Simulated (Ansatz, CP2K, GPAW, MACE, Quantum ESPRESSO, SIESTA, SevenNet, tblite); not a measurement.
# (5,5) carbon nanotube bundle (80 atoms) in SIESTA, part 2 of 2

Aim: run (5,5) carbon nanotube bundle (80 atoms) in SIESTA and see how near its forces come to a plane-wave reference, and at what cost.

Program: SIESTA 5.4.2; the method stands at each step. Banners, paths, timers and routine set-up lines are dropped from the logs unmarked, and long logs keep their key lines alone; longer cuts are marked. The potentials were converted by us to PSML.

So far. Step 3 (PBE, SZ, shift 0.01 Ry, mesh 300 Ry): Against the first run (18 %), the force difference from the reference is 54 %, at 0.23 times the CPU time (on 1 against 2 cores), with 320 basis functions against 1040: the smaller basis costs accuracy. Step 4 (PBE, SZP, shift 0.01 Ry, mesh 300 Ry): Against the first run (18 %), the force difference from the reference is 34 %, at 0.72 times the CPU time (on 1 against 2 cores), with 720 basis functions against 1040: the smaller basis costs accuracy.

### Step 5. PBE, DZ, shift 0.01 Ry, mesh 300 Ry

Method: Kohn-Sham DFT, PBE, PseudoDojo 0.4.1 norm-conserving pseudopotentials (converted to PSML), numerical atomic orbitals (DZ), diagonalisation.

Contents of input.fdf:

```
SystemLabel cell
NumberOfAtoms 80
NumberOfSpecies 1
%block ChemicalSpeciesLabel
  1 6 C
%endblock ChemicalSpeciesLabel
LatticeConstant 1.0 Ang
%block LatticeVectors
  10.08135 0.00000 0.00000
  -5.04067 8.73070 0.00000
  0.00000 0.00000 9.72051
%endblock LatticeVectors
PAO.BasisSize DZ
PAO.EnergyShift 0.01 Ry
XC.Functional GGA
XC.Authors PBE
MeshCutoff 300 Ry
%block kgrid_Monkhorst_Pack
  1 0 0 0.0
  0 1 0 0.0
  0 0 1 0.0
%endblock kgrid_Monkhorst_Pack
SolutionMethod diagon
OccupationFunction FD
ElectronicTemperature 580 K
SCF.Mixer.Method Pulay
SCF.Mixer.Weight 0.05
SCF.Mixer.History 8
SCF.Mix Hamiltonian
MaxSCFIterations 300
SCF.DM.Tolerance 1e-04
SCF.H.Tolerance 1.0e-3 eV
WriteForces T
Write.HirshfeldPop T
Write.VoronoiPop T
Write.DM F
Write.H F
XML.Write F
AtomicCoordinatesFormat Fractional
%block AtomicCoordinatesAndAtomicSpecies
[... 80 atom lines left out: the same atoms as in the first run ...]
%endblock AtomicCoordinatesAndAtomicSpecies
```

The run is started by

```console
> OMP_NUM_THREADS=1 siesta < input.fdf > output.txt
```

What it wrote:

```text
Version         : 5.4.2
reinit: System Name:
reinit: System Label: cell
initatom: Reading input for the pseudopotentials and atomic orbitals ----------
Species number:   1 Atomic number:    6 Label: C
Ground state valence configuration (from tables):   2s02  2p02  3d00  4f00
---- Processing specs for species: C
GGA--PBE XC_GGA_X_PBE--XC_GGA_C_PBE pb
[... lines left out ...]
        iscf     Eharris(eV)        E_KS(eV)     FreeEng(eV)     dDmax    Ef(eV) dHmax(eV)
[... lines left out ...]
SCF Convergence by DM+H criterion
[... lines left out ...]
SCF cycle converged after 12 iterations
[... lines left out ...]
   Max    5.790136
[... lines left out ...]
   Max    5.790136    constrained
Stress tensor Voigt[x,y,z,yz,xz,xy] (kbar):     -163.00     -180.09     -248.95        1.60       -0.38      -13.13
[... lines left out ...]
siesta: FreeEng =    -13057.329313
[... lines left out ...]
siesta:         Fermi =      -4.275999
[... lines left out ...]
siesta:    -0.008192   -0.112406    0.000997
siesta:    -0.000235    0.000997   -0.155385
siesta: Cell volume =        855.572485 Ang**3
siesta: Pressure (static):
siesta:                Solid            Molecule  Units
siesta:           0.00134155          0.00154411  Ry/Bohr**3
siesta:           0.12317560          0.14177321  eV/Ang**3
siesta:         197.34906096        227.14572136  kBar
    Orbital volume contribution        =          20.420463 eV
    (Free)E + p_basis*V_orbitals       =      -13036.908850 eV
    (Free)Eharris+ p_basis*V_orbitals  =      -13036.908851 eV
Hirshfeld Atomic Populations:
Atom #   charge [q] valence [e]  Species
     1     0.000245    3.999755  C
     2     0.000820    3.999180  C
     3    -0.000138    4.000138  C
[...]
--------------------
 Total    -0.000003
Voronoi Atomic Populations:
Atom #   charge [q] valence [e]  Species
[...]
79    -0.005208    4.005208  C
    80     0.002816    3.997184  C
--------------------
 Total    -0.000002
```

It took 49 s on 1 thread of Arm Neoverse V2, shared host; peak memory 0.51 GiB.

Numbers from this run, and their distance from the reference:

* r.m.s. force component: 1.611 eV/Å
* r.m.s. difference of force components: 280.3 meV/Å
* longest difference of force vectors: 948.8 meV/Å
* force difference over r.m.s. force: 20.44 %
* slope of forces against the reference's: 1.169
* correlation of force components: 0.9952
* pressure: 19.73 GPa
* pressure difference: 8.619 GPa

This is a coarse setting, run to see what it loses.

Against the first run (18 %), the force difference from the reference is 20 %, at 0.33 times the CPU time (on 1 against 2 cores), with 640 basis functions against 1040: the smaller basis costs accuracy.

### Step 6. VdW-DF2, PBE potentials, DZP, shift 0.01 Ry, mesh 300 Ry

Method: Kohn-Sham DFT, vdW-DF2, PseudoDojo 0.4.1 norm-conserving pseudopotentials (converted to PSML), numerical atomic orbitals (DZP), diagonalisation.

input.fdf: that of step 5 with these lines changed.

```diff
@@ -12,6 +12,6 @@
 %endblock LatticeVectors
-PAO.BasisSize DZ
+PAO.BasisSize DZP
 PAO.EnergyShift 0.01 Ry
-XC.Functional GGA
-XC.Authors PBE
+XC.Functional VDW
+XC.Authors LMKLL
 MeshCutoff 300 Ry
```

The run is started by

```console
> OMP_NUM_THREADS=1 mpirun -np 4 siesta < input.fdf > output.txt
```

What it wrote:

```text
Version         : 5.4.2
reinit: System Name:
reinit: System Label: cell
initatom: Reading input for the pseudopotentials and atomic orbitals ----------
Species number:   1 Atomic number:    6 Label: C
Ground state valence configuration (from tables):   2s02  2p02  3d00  4f00
---- Processing specs for species: C
GGA--PBE XC_GGA_X_PBE--XC_GGA_C_PBE pb
[... lines left out ...]
        iscf     Eharris(eV)        E_KS(eV)     FreeEng(eV)     dDmax    Ef(eV) dHmax(eV)
[... lines left out ...]
SCF Convergence by DM+H criterion
[... lines left out ...]
SCF cycle converged after 12 iterations
[... lines left out ...]
   Max    5.453031
[... lines left out ...]
   Max    5.453031    constrained
Stress tensor Voigt[x,y,z,yz,xz,xy] (kbar):     -196.36     -215.72     -346.16        1.42       -0.32      -12.62
[... lines left out ...]
siesta: FreeEng =    -13204.650853
[... lines left out ...]
siesta:         Fermi =      -4.622280
[... lines left out ...]
siesta:    -0.007876   -0.134641    0.000883
siesta:    -0.000197    0.000883   -0.216058
siesta: Cell volume =        855.572485 Ang**3
siesta: Pressure (static):
siesta:                Solid            Molecule  Units
siesta:           0.00171813          0.00212179  Ry/Bohr**3
siesta:           0.15775178          0.19481391  eV/Ang**3
siesta:         252.74622228        312.12629369  kBar
    Orbital volume contribution        =          31.222388 eV
    (Free)E + p_basis*V_orbitals       =      -13173.428464 eV
    (Free)Eharris+ p_basis*V_orbitals  =      -13173.428472 eV
Hirshfeld Atomic Populations:
Atom #   charge [q] valence [e]  Species
     1    -0.000331    4.000331  C
     2     0.000491    3.999509  C
     3    -0.000450    4.000450  C
[...]
--------------------
 Total     0.000015
Voronoi Atomic Populations:
Atom #   charge [q] valence [e]  Species
[...]
79    -0.006615    4.006615  C
    80     0.003291    3.996709  C
--------------------
 Total     0.000017
```

The job ended after 89 s (4 MPI ranks; peak memory 1.9 GiB).

Numbers from this run, and their distance from the reference:

- r.m.s. force component: 1.578 eV/Å
- r.m.s. difference of force components: 354.7 meV/Å
- longest difference of force vectors: 937 meV/Å
- force difference over r.m.s. force: 25.86 %
- slope of forces against the reference's: 1.128
- correlation of force components: 0.9808
- pressure: 25.27 GPa
- pressure difference: 14.16 GPa

Against the first run (18 %), the force difference from the reference is 26 %, at 2.4 times the CPU time (on 4 against 2 cores); the model has changed, so this is no error of the program alone.

The run ends at a pressure of 25.27 GPa, with forces up to 6.1 eV/Å.

### Step 7. Side by side

Differences are against the plane-wave reference, forces as r.m.s. over components; share is that over the reference's r.m.s. force, slope the least-squares factor from reference forces to these. Total energies of different programs have different zeros and aren't compared.

```
                                                            run  Δ force, r.m.s. (meV/Å)  share (%)  slope  Δ pressure (GPa)  cores  CPU time  memory (GiB)
                                                      reference                        -          -      -                 -      8      33 s          0.95
                    SIESTA PBE, DZP, shift 0.01 Ry, mesh 300 Ry                      242       17.7  1.125              7.75      2   2.4 min           1.0
            SIESTA PBE, SZ, shift 0.01 Ry, mesh 300 Ry (coarse)                      740       53.9  1.374              27.7      1      34 s          0.43
           SIESTA PBE, SZP, shift 0.01 Ry, mesh 300 Ry (coarse)                      463       33.7  1.223              17.2      1   1.8 min          0.74
            SIESTA PBE, DZ, shift 0.01 Ry, mesh 300 Ry (coarse)                      280       20.4  1.169              8.62      1      49 s          0.51
SIESTA vdW-DF2, PBE potentials, DZP, shift 0.01 Ry, mesh 300 Ry                      355       25.9  1.128              14.2      4   5.9 min           1.9
```

Rows marked coarse were listed beforehand as settings not expected to be converged; some can still land near the reference.

CPU time is summed over cores on a shared host, where runs went side by side, so it is rough. Symmetry, cutoffs, thresholds, outputs and thread counts weren't matched or tuned between programs; memory under MPI is the largest rank's times the ranks.

### Step 8. Results

```yaml
nearest_in_forces: SIESTA PBE, DZP, shift 0.01 Ry, mesh 300 Ry, 18 %
its_cpu_time: 2.4 min
```

**Reading.** The PBE run in local orbitals, coarse settings apart, differs by 18 % (SIESTA PBE, DZP, shift 0.01 Ry, mesh 300 Ry); basis, grid and potentials can all enter. Rows with another functional or a dispersion term differ by 26 % (SIESTA vdW-DF2, PBE potentials, DZP, shift 0.01 Ry, mesh 300 Ry), which mixes the change of model with differences of basis and potentials, some of them made for another functional. Runs with settings chosen to be coarse differ by 20 % (SIESTA PBE, DZ, shift 0.01 Ry, mesh 300 Ry) to 54 % (SIESTA PBE, SZ, shift 0.01 Ry, mesh 300 Ry), their programs' other errors included. None of the electronic-structure runs in the table takes under half the reference's CPU time of 33 s; they take 1.0 to 11 times as much. SIESTA PBE, SZ, shift 0.01 Ry, mesh 300 Ry stiffens the forces by a factor of 1.37 while following their directions (correlation 0.962); the slopes of the 5 SIESTA runs lie between 1.12 and 1.37. In pressure, SIESTA PBE, SZ, shift 0.01 Ry, mesh 300 Ry misses by +27.7 GPa, at the same functional. The reference's pressure of 11 GPa belongs to a cell and atoms that aren't relaxed at this level. The electronic-structure runs sample only Γ, in a cell whose shortest periodic width is 9 Å.

[Also dropped from logs without a mark: logging warnings of Python, and SIESTA's first energy breakdown and zero terms.]

[Logs are printed without paths, hosts, clocks, repeated set-up lines and the standing remarks that a program may print on its own settings, such as how far it seeks lower states.]

[Hosts, paths, dates, database ids (printed as entryN), source tags and the programs' standing remarks are cut or masked in the printed files.]
